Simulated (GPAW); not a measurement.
# A GW chain in GPAW: TiO2 (Rutile)

Wanted: ground state, empty states, screening and self-energy for TiO2 (Rutile).

Calculated with GPAW 26.7.0; LDA and many-body steps on it, plane waves.

**What was measured.**

- Gap 3.03 eV: direct gap, E perpendicular to c; optical experiment; 1.6 K; bulk crystal (literature value) (quoted in “Shallow Valence Band of Rutile GeO2 and P-type Doping”, 2020, arxiv:2011.08928).

- Gap 3.09 ± 0.06 eV: optical gap from Tauc plot assuming indirect allowed transition; UV/vis diffuse reflectance, Kubelka-Munk and Tauc analysis; film (30 nm ALD shell on quartz particles, grown at 200 C, annealed in air at 500 C; rutile-rich with some anatase) on SiO2 (quartz particles) (“Defect-Mediated Crystallization of the Particulate TiO2 Photocatalyst Grown by Atomic Layer Deposition”, 2024, pmc:11726664).

- Gap 3.28 eV: optical bandgap after anatase to rutile transformation; spectroscopic ellipsometry; film (polycrystalline sol-gel film on Si(100), annealed at high temperature below 800 °C) (“Photocatalytic Performance of Sol-Gel Prepared TiO2 Thin Films Annealed at Various Temperatures”, 2023, pmc:10419699).

- Gap 3.05 eV: band gap; bulk crystal (literature experimental value) (quoted in “Hydrogen related defects in titanium dioxide at the interface to palladium”, 2021, arxiv:2112.05953).

**1. The structure**

The structure is tetragonal, space group P4_2/mnm (No. 136). The conventional cell has a = 4.592 Å, b = 4.592 Å, c = 2.957 Å, α = 90.00°, β = 90.00°, γ = 90.00°. Nearest to Ti lie 6 O at 1.95 to 1.98 Å. O has 3 Ti at 1.95 to 1.98 Å nearest. Farther neighbours and most contacts between anions are not listed.

The cell and positions come from the Crystallography Open Database and are kept as given unless a step says otherwise.

**2. Ground state**

This step: GPAW 26.7.0; DFT, LDA, plane waves, PAW.

The ground-state density comes first.

Input file run.py:

```python
import json
import numpy as np
from gpaw.mpi import world
from ase import Atoms
from gpaw import GPAW, PW, FermiDirac

atoms = Atoms(['Ti', 'Ti', 'O', 'O', 'O', 'O'],
    cell=[[4.5922000000, 0.0000000000, 0.0000000000],
      [0.0000000000, 4.5922000000, 0.0000000000],
      [0.0000000000, 0.0000000000, 2.9574000000]],
    scaled_positions=[[0.0000000000, 0.0000000000, 0.0000000000],
      [0.5000000000, 0.5000000000, 0.5000000000],
      [0.3049600000, 0.3049600000, 0.0000000000],
      [0.1950400000, 0.8049600000, 0.5000000000],
      [0.6950400000, 0.6950400000, 0.0000000000],
      [0.8049600000, 0.1950400000, 0.5000000000]],
    pbc=(True, True, True))
calc = GPAW(mode=PW(600),
    xc='LDA',
    kpts={'size': (6, 6, 8), 'gamma': True},
    occupations=FermiDirac(0.001),
    nbands=-9,
    convergence={'density': 1e-6, 'bands': -3},
    maxiter=100,
    txt='gs.txt')
atoms.calc = calc
res = {'energy': atoms.get_potential_energy()}
kpts = calc.get_ibz_k_points()
res['kpts'] = kpts
res['eigenvalues'] = [calc.get_eigenvalues(kpt=k) for k in range(len(kpts))]
res['n_electrons'] = calc.get_number_of_electrons()
calc.write('gs.gpw')

if world.rank == 0:
    with open('result.json', 'w') as f:
        json.dump(res, f, default=lambda x: x.tolist())
```

Started as:

```sh
$ mpirun -n 8 gpaw python run.py
```

Numbers of over 12 decimals in the logs are rounded to 6 here.

The program printed:

```text
__  _  _
 | _ |_)|_||  |
 |__||  | ||/\| - 26.7.0

Input parameters:
  mode=PW(ecut=600.0),
  convergence={'density': 1e-06, 'bands': -3},
  kpts=MonkhorstPack(size=(6, 6, 8), gamma=True),
  maxiter=100,
  nbands=-9,
  occupations=Occupations(name='fermi-dirac', width=0.001, fixmagmom=False),
  xc=XC(name='LDA')
  [... matrices ...]
Diagonalizing LCAO Hamiltonian
Converting LCAO to pw mode
    .----------.
   /|          |
  / |          |
 *  | O Ti     |
 |  .-----O----.
 | /       O  /
 |/  O       /
 Ti---------*

Atoms  # Å, Bohr magnetons
|   | symbol |        x |        y |        z |    initial magnetic moments |
| 0 |     Ti | 0.000000 | 0.000000 | 0.000000 | ( 0.0000,  0.0000,  0.0000) |
| 1 |     Ti | 2.296100 | 2.296100 | 1.478700 | ( 0.0000,  0.0000,  0.0000) |
| 2 |      O | 1.400437 | 1.400437 | 0.000000 | ( 0.0000,  0.0000,  0.0000) |
| 3 |      O | 0.895663 | 3.696537 | 1.478700 | ( 0.0000,  0.0000,  0.0000) |
| 4 |      O | 3.191763 | 3.191763 | 0.000000 | ( 0.0000,  0.0000,  0.0000) |
| 5 |      O | 3.696537 | 0.895663 | 1.478700 | ( 0.0000,  0.0000,  0.0000) |

Unit cell  # Å
| periodic |        x |        y |        z |  lengths |    angles |
|      yes | 4.592200 | 0.000000 | 0.000000 | 4.592200 | 90.000000 |
|      yes | 0.000000 | 4.592200 | 0.000000 | 4.592200 | 90.000000 |
|      yes | 0.000000 | 0.000000 | 2.957400 | 2.957400 | 90.000000 |

Number of symmetries: 8
Symmetry operations  # r_c * U_cc + t_c -> r_c
|   | kind |            matrix            |
| 0 |  E   |  1, 0, 0,  0, 1, 0,  0, 0, 1 |
| 1 |  σ   |  1, 0, 0,  0, 1, 0,  0, 0,-1 |
| 2 |  σ   |  0, 1, 0,  1, 0, 0,  0, 0, 1 |
| 3 |  C2  |  0, 1, 0,  1, 0, 0,  0, 0,-1 |
| 4 |  σ   |  0,-1, 0, -1, 0, 0,  0, 0, 1 |
| 5 |  C2  |  0,-1, 0, -1, 0, 0,  0, 0,-1 |
| 6 |  C2  | -1, 0, 0,  0,-1, 0,  0, 0, 1 |
| 7 |  i   | -1, 0, 0,  0,-1, 0,  0, 0,-1 |

BZ-sampling:
  Number of BZ points: 288
  Number of IBZ points: 65

  Monkhorst-Pack size: [6, 6, 8]
  Monkhorst-Pack shift: [0.083333, 0.083333, 0.0625]

K-points  # in reciprocal-cell coordinates
|     |                                coordinates |     weight |
|   0 | (  0.00000000,   0.00000000,   0.00000000) | 0.00347222 |
|   1 | (  0.00000000,   0.00000000,   0.12500000) | 0.00694444 |
|   2 | (  0.00000000,   0.00000000,   0.25000000) | 0.00694444 |
|   3 | (  0.00000000,   0.00000000,   0.37500000) | 0.00694444 |
|   4 | (  0.00000000,   0.00000000,   0.50000000) | 0.00347222 |
|   5 | (  0.16666667,  -0.16666667,   0.00000000) | 0.00694444 |
|   6 | (  0.16666667,  -0.16666667,   0.12500000) | 0.01388889 |
|   7 | (  0.16666667,  -0.16666667,   0.25000000) | 0.01388889 |
|   8 | (  0.16666667,  -0.16666667,   0.37500000) | 0.01388889 |
|   9 | (  0.16666667,  -0.16666667,   0.50000000) | 0.00694444 |
| ... |                                            |            |
|  64 | (  0.50000000,   0.50000000,   0.50000000) | 0.00347222 |

Plane wave coefficients: 2102
Cutoff: 600.0 eV

Spin-components: 1 (collinear spins)
Bands:           33
Projectors:      32
Spin-degeneracy: 2
Datatype:        complex128

  Storage: CPU
  Wave functions: 70_802_160 bytes (8_850_270 per core)
  Projectors: 55_783_520 bytes (6_972_940 per core)
  [... matrices ...]
Parallelization:
  kpt:    8
  domain: 1
  band:   1

Density:
  Valence electrons: 48.0
  Components: 1
  Grid points: [27 27 18]
  Charge: 0.0  # |e|

Potential:
  Grid points: [27 27 18]

species:
  Ti:
    name:    Titanium
    Z:       22.0
    valence: 12
    core:    10
    charge:  0.0  # [|e|]
    compensation charges:
      type: gauss
      rc: 0.38  # [Å]
      lmax: 2
    cutoffs:
      filter: 2.23  # [Å]
      core: 1.02  # [Å]
    projectors
    | kind |    occ | energy [eV] | rcut [Å] |
    |   3s |  2.000 |     -62.257 |    1.270 |
    |   4s |  2.000 |      -4.593 |    1.270 |
    |   3p |  6.000 |     -38.791 |    1.058 |
    |   4p |  0.000 |      -1.536 |    1.058 |
    |   3d |  2.000 |      -4.463 |    1.058 |
    |    d |        |      22.748 |    1.058 |

    Using partial waves for Ti as LCAO basis

  O:
    name:    Oxygen
    Z:       8.0
    valence: 6
    core:    2
    charge:  0.0  # [|e|]
    compensation charges:
      type: gauss
      rc: 0.21  # [Å]
      lmax: 2
    cutoffs:
      filter: 1.17  # [Å]
      core: 0.83  # [Å]
    projectors
    | kind |    occ | energy [eV] | rcut [Å] |
    |   2s |  2.000 |     -23.752 |    0.688 |
    |   2p |  4.000 |      -9.195 |    0.598 |
    |    s |        |       3.459 |    0.688 |
    |    p |        |      18.016 |    0.598 |
    |    d |        |       0.000 |    0.619 |

    Using partial waves for O as LCAO basis

Reference energy: -54459.530392  # eV

eigensolver:
  PPCG
  Converge bands: -3
  niter=2

density mixing:
  MSR1-Mixer
  Pratt-step length: 0.05
  Maximum mixing coefficient: 0.75
  Old densities: 10
  SVD Regularization: 0.005
  Good broyden scale: 1.0
  Trust region scale: 1.0
  Backstep threshold: 4.0
  History deletion threshold: 6.0
  Fourier metric: weight=20.0, sigma=0.015

occupation numbers:
  Fermi-Dirac:
    width: 0.0010  # eV

poisson solver:
  ecut: 4800.0  # eV

xc functional:
  name: None

Initialization done in: 1.896 s

convergence criteria:
- Maximum integral of absolute [dens]ity change: 1e-06 electrons / valence electron
- Maximum [total energy] change in last 3 cyles: 0.0005 eV / valence electron
- Maximum integral of absolute [eigenst]ate change: 4e-08 eV^2 / valence electron
maximum number of iterations: 100

SCF iterations
|iter     |     time |      energy | eigst |  dens |
|iter:   1|  |  -66.120949 | +0.37 |       |
|iter:   2|  |  -63.199962 | -0.96 | -0.80 |
|iter:   3|  |  -57.768978 | +0.39 | -0.86 |
|iter:   4|  |  -57.236665 | -0.67 | -1.31 |
|iter:   5|  |  -57.174425 | -1.55 | -1.61 |
|iter:   6|  |  -57.161111 | -2.91 | -2.04 |
|iter:   7|  |  -57.160541c| -3.39 | -2.79 |
|iter:   8|  |  -57.160333c| -4.06 | -3.13 |
|iter:   9|  |  -57.160320c| -5.33 | -3.54 |
|iter:  10|  |  -57.160320c| -6.93 | -4.19 |
|iter:  11|  |  -57.160320c| -7.40c| -4.79 |
|iter:  12|  |  -57.160320c| -7.61c| -5.08 |
|iter:  13|  |  -57.160320c| -8.04c| -5.60 |
|iter:  14|  |  -57.160320c| -8.72c| -6.18c|

Converged in 14 steps
SCF loop duration: 5.350 s (0.382 s/step)
Energy contributions relative to reference atoms: (reference = -54459.530392)
  [... matrices ...]
Energy contributions:
  Kinetic:          50.285261
  Coulomb:         -60.412677
  Zero:              0.866696
  External:          0.000000
  Xc:              -47.899600
  Entropy:          -0.000000
  Spinorbit:         0.000000
  ----------------------------
  Free energy:     -57.160320
  Extrapolated:    -57.160320

dipole moment: (-14.883511, -14.883511, -26.144900)  # |e|*Ang

Fermi level: 5.965
Eigenvalues  # (at kpt = [0.000, 0.000, 0.000])
| band index |      eig [eV] | occ [0-2] |
|          0 |       -50.944 |     2.000 |
|        ... |               |           |
|         16 |         1.439 |     2.000 |
|         17 |         2.698 |     2.000 |
|         18 |         2.698 |     2.000 |
|         19 |         3.289 |     2.000 |
|         20 |         4.585 |     2.000 |
|         21 |         4.837 |     2.000 |
|         22 |         4.837 |     2.000 |
|         23 |         5.283 |     2.000 |
|         24 |         7.106 |     0.000 |
[...]
|         28 |         7.745 |     0.000 |
|         29 |         9.749 |     0.000 |
|         30 |         9.882 |     0.000 |
|         31 |        11.978 |     0.000 |
|         32 |        12.943 |     0.000 |

Gap: 1.823 eV
Transition (v -> c):
  (s=0, k=0, n=23, [0.00, 0.00, 0.00]) -> (s=0, k=0, n=24, [0.00, 0.00, 0.00])
No difference between direct/indirect transitions
# Writing to gs.gpw (mode='')
  [... matrices ...]
```

The job ended after 8.6 s (8 MPI ranks of AMD EPYC 9R45, shared host; peak memory 1.6 GiB).

This step gave:

```
total energy               : -57.1603 eV
gap                        : 1.823 eV
k of the valence top       : 0, 0, 0
k of the conduction bottom : 0, 0, 0
least direct gap           : 1.823 eV
```

The gap is direct, at Γ.

**3. Bands along the symmetry lines**

The cheap functional maps the bands first; the places of the edges decide which points the dearer methods must see.

Input file run.py:

```python
import json
import numpy as np
from gpaw.mpi import world
from gpaw import GPAW

path = [[0.000000, 0.000000, 0.000000],
    [0.000000, 0.062500, 0.000000],
    [0.000000, 0.125000, 0.000000],
    [0.000000, 0.187500, 0.000000],
    [0.000000, 0.250000, 0.000000],
    [0.000000, 0.312500, 0.000000],
    [0.000000, 0.375000, 0.000000],
    [0.000000, 0.437500, 0.000000],
    [0.000000, 0.500000, 0.000000],
    [0.062500, 0.500000, 0.000000],
    [0.125000, 0.500000, 0.000000],
    [0.187500, 0.500000, 0.000000],
    [0.250000, 0.500000, 0.000000],
    [0.312500, 0.500000, 0.000000],
    [0.375000, 0.500000, 0.000000],
    [0.437500, 0.500000, 0.000000],
    [0.500000, 0.500000, 0.000000],
    [0.437500, 0.437500, 0.000000],
    [0.375000, 0.375000, 0.000000],
    [0.312500, 0.312500, 0.000000],
    [0.250000, 0.250000, 0.000000],
    [0.187500, 0.187500, 0.000000],
    [0.125000, 0.125000, 0.000000],
    [0.062500, 0.062500, 0.000000],
    [0.000000, 0.000000, 0.000000],
    [0.000000, 0.000000, 0.062500],
    [0.000000, 0.000000, 0.125000],
    [0.000000, 0.000000, 0.187500],
    [0.000000, 0.000000, 0.250000],
    [0.000000, 0.000000, 0.312500],
    [0.000000, 0.000000, 0.375000],
    [0.000000, 0.000000, 0.437500],
    [0.000000, 0.000000, 0.500000],
    [0.000000, 0.062500, 0.500000],
    [0.000000, 0.125000, 0.500000],
    [0.000000, 0.187500, 0.500000],
    [0.000000, 0.250000, 0.500000],
    [0.000000, 0.312500, 0.500000],
    [0.000000, 0.375000, 0.500000],
    [0.000000, 0.437500, 0.500000],
    [0.000000, 0.500000, 0.500000],
    [0.062500, 0.500000, 0.500000],
    [0.125000, 0.500000, 0.500000],
    [0.187500, 0.500000, 0.500000],
    [0.250000, 0.500000, 0.500000],
    [0.312500, 0.500000, 0.500000],
    [0.375000, 0.500000, 0.500000],
    [0.437500, 0.500000, 0.500000],
    [0.500000, 0.500000, 0.500000],
    [0.437500, 0.437500, 0.500000],
    [0.375000, 0.375000, 0.500000],
    [0.312500, 0.312500, 0.500000],
    [0.250000, 0.250000, 0.500000],
    [0.187500, 0.187500, 0.500000],
    [0.125000, 0.125000, 0.500000],
    [0.062500, 0.062500, 0.500000],
    [0.000000, 0.000000, 0.500000],
    [0.000000, 0.500000, 0.000000],
    [0.000000, 0.500000, 0.062500],
    [0.000000, 0.500000, 0.125000],
    [0.000000, 0.500000, 0.187500],
    [0.000000, 0.500000, 0.250000],
    [0.000000, 0.500000, 0.312500],
    [0.000000, 0.500000, 0.375000],
    [0.000000, 0.500000, 0.437500],
    [0.000000, 0.500000, 0.500000],
    [0.500000, 0.500000, 0.000000],
    [0.500000, 0.500000, 0.062500],
    [0.500000, 0.500000, 0.125000],
    [0.500000, 0.500000, 0.187500],
    [0.500000, 0.500000, 0.250000],
    [0.500000, 0.500000, 0.312500],
    [0.500000, 0.500000, 0.375000],
    [0.500000, 0.500000, 0.437500],
    [0.500000, 0.500000, 0.500000]]
calc = GPAW('gs.gpw').fixed_density(kpts=path,
    symmetry='off',
    nbands=34,
    convergence={'bands': 30},
    txt='bands.txt')
res = {}
kpts = calc.get_ibz_k_points()
res['kpts'] = kpts
res['eigenvalues'] = [calc.get_eigenvalues(kpt=k) for k in range(len(kpts))]
res['n_electrons'] = calc.get_number_of_electrons()

if world.rank == 0:
    with open('result.json', 'w') as f:
        json.dump(res, f, default=lambda x: x.tolist())
```

Started as:

```sh
$ mpirun -n 8 gpaw python run.py
```

The program printed:

```text
Diagonalizing LCAO Hamiltonian
Converting LCAO to pw mode
convergence criteria:
- Maximum integral of absolute [eigenst]ate change: 4e-08 eV^2 / valence electron
maximum number of iterations: 100

SCF iterations
|iter     |     time |      energy | eigst |  dens |
|iter:   1|  |             | +0.15 |       |
|iter:   2|  |             | -1.84 |       |
|iter:   3|  |             | -3.18 |       |
|iter:   4|  |             | -4.75 |       |
|iter:   5|  |             | -5.81 |       |
|iter:   6|  |             | -7.13 |       |
|iter:   7|  |             | -7.76c|       |
SCF steps: 7
  __  _  _
 | _ |_)|_||  |
 |__||  | ||/\| - 26.7.0

Input parameters:
  mode=PW(ecut=600.0),
  convergence={'bands': 30},
  gpts=array([27, 27, 18]),
  kpts=KPoints(kpts=array([[0.    , 0.    , 0.    ],
         [0.    , 0.0625, 0.    ],
         [0.    , 0.125 , 0.    ],
         [0.    , 0.1875, 0.    ],
         [0.    , 0.25  , 0.    ],
         [0.    , 0.3125, 0.    ],
         [0.    , 0.375 , 0.    ],
[...]
[0.0625, 0.5   , 0.    ],
[...]
[0.1875, 0.5   , 0.    ],
[...]
[0.3125, 0.5   , 0.    ],
[...]
[0.4375, 0.4375, 0.    ],
[...]
[0.3125, 0.3125, 0.    ],
[...]
[0.1875, 0.1875, 0.    ],
[...]
[0.    , 0.    , 0.0625],
[...]
[0.    , 0.    , 0.1875],
[...]
[0.    , 0.    , 0.3125],
[...]
[0.    , 0.3125, 0.5   ],
[...]
[0.    , 0.4375, 0.5   ],
[...]
[0.3125, 0.5   , 0.5   ],
[...]
[0.4375, 0.5   , 0.5   ],
[...]
[0.1875, 0.1875, 0.5   ],
[...]
[0.0625, 0.0625, 0.5   ],
[...]
[0.5   , 0.5   , 0.25  ],
         [0.5   , 0.5   , 0.3125],
         [0.5   , 0.5   , 0.375 ],
         [0.5   , 0.5   , 0.4375],
         [0.5   , 0.5   , 0.5   ]])),
  maxiter=100,
  nbands=34,
  occupations=Occupations(name='fermi-dirac', width=0.001, fixmagmom=False),
  parallel={},
  symmetry=Symmetry(point_group=False, time_reversal=False),
  xc=XC(name='LDA')
```

It took 6.1 s on 8 MPI ranks; peak memory 1.7 GiB; 47 s of CPU time.

Numbers from this step:

- gap: 1.823 eV
- k of the valence top: 0, 0, 0
- k of the conduction bottom: 0, 0, 0
- least direct gap: 1.823 eV

The gap is 1.823 eV, as in the run before at this level.

Electronic bands along the path, in eV, zero at the top of the highest filled band:

```tsv
point	band 21	band 22	band 23	band 24	band 25	band 26	band 27	band 28
Γ	-0.70	-0.45	-0.45	0.00	1.82	2.11	2.37	2.46
halfway	-1.45	-1.07	-0.83	-0.23	2.13	2.44	2.69	2.77
X	-1.66	-1.66	-0.76	-0.76	2.50	2.50	3.00	3.00
halfway	-1.49	-1.49	-1.11	-1.11	2.23	2.23	2.74	2.74
M	-1.31	-1.31	-1.06	-1.06	1.87	1.87	2.49	2.49
halfway	-1.77	-1.14	-1.14	-0.40	1.90	2.47	2.54	3.00
Γ	-0.70	-0.45	-0.45	0.00	1.82	2.11	2.37	2.46
halfway	-1.80	-1.50	-1.50	-0.48	2.18	2.52	2.81	3.12
Z	-2.43	-2.43	-1.44	-1.44	2.95	2.95	3.14	3.14
halfway	-1.82	-1.82	-1.65	-1.65	2.42	2.42	3.16	3.16
R	-2.08	-2.08	-1.05	-1.05	1.85	1.85	3.17	3.17
halfway	-1.55	-1.55	-0.89	-0.89	2.11	2.11	3.18	3.18
A	-1.30	-1.30	-0.68	-0.68	2.55	2.55	3.19	3.19
halfway	-1.89	-1.59	-1.40	-1.22	2.05	2.74	3.15	3.16
Z	-2.43	-2.43	-1.44	-1.44	2.95	2.95	3.14	3.14
jump to X	-1.66	-1.66	-0.76	-0.76	2.50	2.50	3.00	3.00
halfway	-1.99	-1.99	-0.86	-0.86	2.52	2.52	3.17	3.17
R	-2.08	-2.08	-1.05	-1.05	1.85	1.85	3.17	3.17
jump to M	-1.31	-1.31	-1.06	-1.06	1.87	1.87	2.49	2.49
halfway	-1.82	-1.82	-1.36	-1.36	2.66	2.66	2.85	2.85
A	-1.30	-1.30	-0.68	-0.68	2.55	2.55	3.19	3.19
```

**4. Empty states on the mesh, 4×4×6 mesh, 151 bands**

The sums over transitions need many empty states on a uniform mesh; this step solves for them.

Input file run.py:

```python
import json
import numpy as np
from gpaw.mpi import world
from gpaw import GPAW

calc = GPAW('gs.gpw').fixed_density(kpts={'size': (4, 4, 6), 'gamma': True},
    parallel={'domain': 1, 'band': 1},
    txt='nscf.txt')
calc.diagonalize_full_hamiltonian(nbands=151)
calc.write('full.gpw', mode='all')
res = {}
kpts = calc.get_ibz_k_points()
res['kpts'] = kpts
res['eigenvalues'] = [calc.get_eigenvalues(kpt=k) for k in range(len(kpts))]
res['n_electrons'] = calc.get_number_of_electrons()

if world.rank == 0:
    with open('result.json', 'w') as f:
        json.dump(res, f, default=lambda x: x.tolist())
```

Started as:

```sh
$ mpirun -n 8 gpaw python run.py
```

The program printed:

```text
Diagonalizing LCAO Hamiltonian
Converting LCAO to pw mode
convergence criteria:
- Maximum integral of absolute [eigenst]ate change: 4e-08 eV^2 / valence electron
maximum number of iterations: 100

SCF iterations
|iter     |     time |      energy | eigst |  dens |
|iter:   1|  |             | +0.17 |       |
|iter:   2|  |             | -1.80 |       |
|iter:   3|  |             | -3.05 |       |
[...]
|iter:   7|  |             | -6.40 |       |
|iter:   8|  |             | -7.14 |       |
|iter:   9|  |             | -7.52c|       |
SCF steps: 9
  __  _  _
 | _ |_)|_||  |
 |__||  | ||/\| - 26.7.0

Input parameters:
  mode=PW(ecut=600.0),
  convergence={'density': 1e-06, 'bands': -3},
  gpts=array([27, 27, 18]),
  kpts=MonkhorstPack(size=(4, 4, 6), gamma=True),
  maxiter=100,
  nbands=33,
  occupations=Occupations(name='fermi-dirac', width=0.001, fixmagmom=False),
  parallel={'domain': 1, 'band': 1},
  xc=XC(name='LDA')
Matrix size: 2063x2063
# Writing to full.gpw (mode='all')
  [... matrices ...]

timing:  # [seconds]
  Total: 17.963  # ━━━━━━━━━━━━━━━━━━━━━━━━━━━━━━━━━━━━━━━━━━━━━━━━━━━━━━━━━━
```

Wall time 22 s (8 MPI ranks); peak memory 4.3 GiB; 2.9 min of CPU time.

This step gave:

```yaml
gap: 1.823 eV
k_of_the_valence_top: 0, 0, 0
k_of_the_conduction_bottom: 0, 0, 0
least_direct_gap: 1.823 eV
k_points_computed: 28
lowest_point_of_the_top_converged_band_above_the_valence_top: 82.0732 eV
```

On this mesh the gap is 1.823 eV.

[end of part 1 of 2]

[Paths, hosts, dates, memory and timing lines, banners, echoed tables and standing remarks are left out of the program output.]

[Logs are printed without paths, hosts, clocks, repeated set-up lines and the standing remarks that a program may print on its own settings, such as how far it seeks lower states.]

[Runs of the session that timed out or met a known fault of the program may be left out.]

[Hosts, paths, dates, database ids (printed as entryN), source tags and the programs' standing remarks are cut or masked in the printed files.]
